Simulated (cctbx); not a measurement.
**Accept or mend?**

Cell a = 11.2450 Å, b = 4.3850 Å, c = 14.4520 Å, α = 90.00°, β = 110.82°, γ = 90.00°; space group C2/m (no. 12).

The data are simulated with cctbx, not measured: Cu Kα, λ = 1.54184 Å, to d = 0.83 Å, 50 % of the full sphere, strongest reflection 70000 counts, noise from counting, a 4 % proportional error and a noise floor of 8 counts (s.d.); no absorption, and some extinction, which the refinements don't model.

An anisotropic refinement with weights 1/σ² prints:

```text
Rint 0.027, 626 unique reflections to 0.83 A
cycle     R1     wR2    GooF  max shift (A)
   1  0.1056  0.2875   6.829   0.00695
   2  0.1055  0.2656   6.309   0.00002
final R1 0.1055 wR2 0.2656 GooF 6.309  parameters 36  data/parameter 17.4
atom        x        y        z      Ueq    occ   su(xyz)  su(Uiso or U11)
Er1    0.97305  0.50000  0.61759   0.0080  1.000  0.00025  0.0015
Er2    0.74783  0.00000  0.22616   0.0082  1.000  0.00026  0.0015
Er3    0.89830  0.50000  0.07987   0.0069  1.000  0.00023  0.0014
Sn1    0.38466  0.50000  0.92510   0.0104  1.000  0.00030  0.0017
Sn2    0.05761  0.00000  0.23866   0.0091  1.000  0.00028  0.0016
Cd1    0.24835  0.50000  0.58214   0.0104  1.000  0.00030  0.0017
difference map: max 34.50 min -3.05 rms 1.49
Q1    0.1418  0.0000  0.5432    4   35.75  2.47 A from Cd1
Q2    0.2477  0.0000  0.7731    4   10.95  0.05 A from Er2
Q3    0.0143  0.5000  0.3843    4    9.33  0.15 A from Er1
Q4    0.1277  0.0000  0.0711    4    8.61  0.17 A from Sn1
Q5    0.0967  0.5000  0.9148    4    8.25  0.08 A from Er3
Q6    0.2525  0.0000  0.4150    4    7.69  0.05 A from Cd1
```

Q: Accept it or mend it, and why?

Mend it. The fault: an atom left out, Si at (0.1426, 0, 0.5435). Against the right model at the same level, R1 goes from 0.0173 to 0.1055 and GooF from 1.02 to 6.31 and the top difference peak, 35.8 e/Å³, lies 2.47 Å from Cd1. Q1 is the missing atom. With scattering power missing, scale and phases suffer, so peaks may also grow on the heavy atoms.

The compound is Er3CdSiSn2. The right model at the same level gives:

```text
Rint 0.027, 626 unique reflections to 0.83 A
cycle     R1     wR2    GooF  max shift (A)
   1  0.0264  0.0767   1.832   0.00880
   2  0.0173  0.0429   1.024   0.00000
final R1 0.0173 wR2 0.0429 GooF 1.024  parameters 42  data/parameter 14.9
atom        x        y        z      Ueq    occ   su(xyz)  su(Uiso or U11)
Er1    0.97353  0.50000  0.61770   0.0114  1.000  0.00004  0.0002
Er2    0.74818  0.00000  0.22641   0.0111  1.000  0.00004  0.0002
Er3    0.89829  0.50000  0.07989   0.0106  1.000  0.00004  0.0002
Sn1    0.38439  0.50000  0.92540   0.0140  1.000  0.00005  0.0003
Sn2    0.05756  0.00000  0.23879   0.0128  1.000  0.00005  0.0003
Cd1    0.24859  0.50000  0.58230   0.0136  1.000  0.00005  0.0003
Si1    0.14249  0.00000  0.54335   0.0209  1.000  0.00024  0.0012
difference map: max 1.15 min -1.09 rms 0.26
Q1    0.1966  0.0000  0.1291    4    1.19  0.97 A from Sn1
Q2    0.2352  0.5000  0.0342    4    1.11  1.79 A from Er3
Q3    0.1814  0.0000  0.7192    4    1.07  0.90 A from Er2
Q4    0.0183  0.0000  0.1155    4    0.99  1.42 A from Sn1
Q5    0.0081  0.0000  0.0512    4    0.97  1.13 A from Sn1
Q6    0.2471  0.0000  0.6101    4    0.97  1.23 A from Si1
```

The model is made up (kin elements in a known structure type, no relaxation), so it says nothing on whether the phase exists.

[Middle refinement cycles are left out of these outputs.]

[Logs are printed without paths, hosts, clocks, repeated set-up lines and the standing remarks that a program may print on its own settings, such as how far it seeks lower states.]
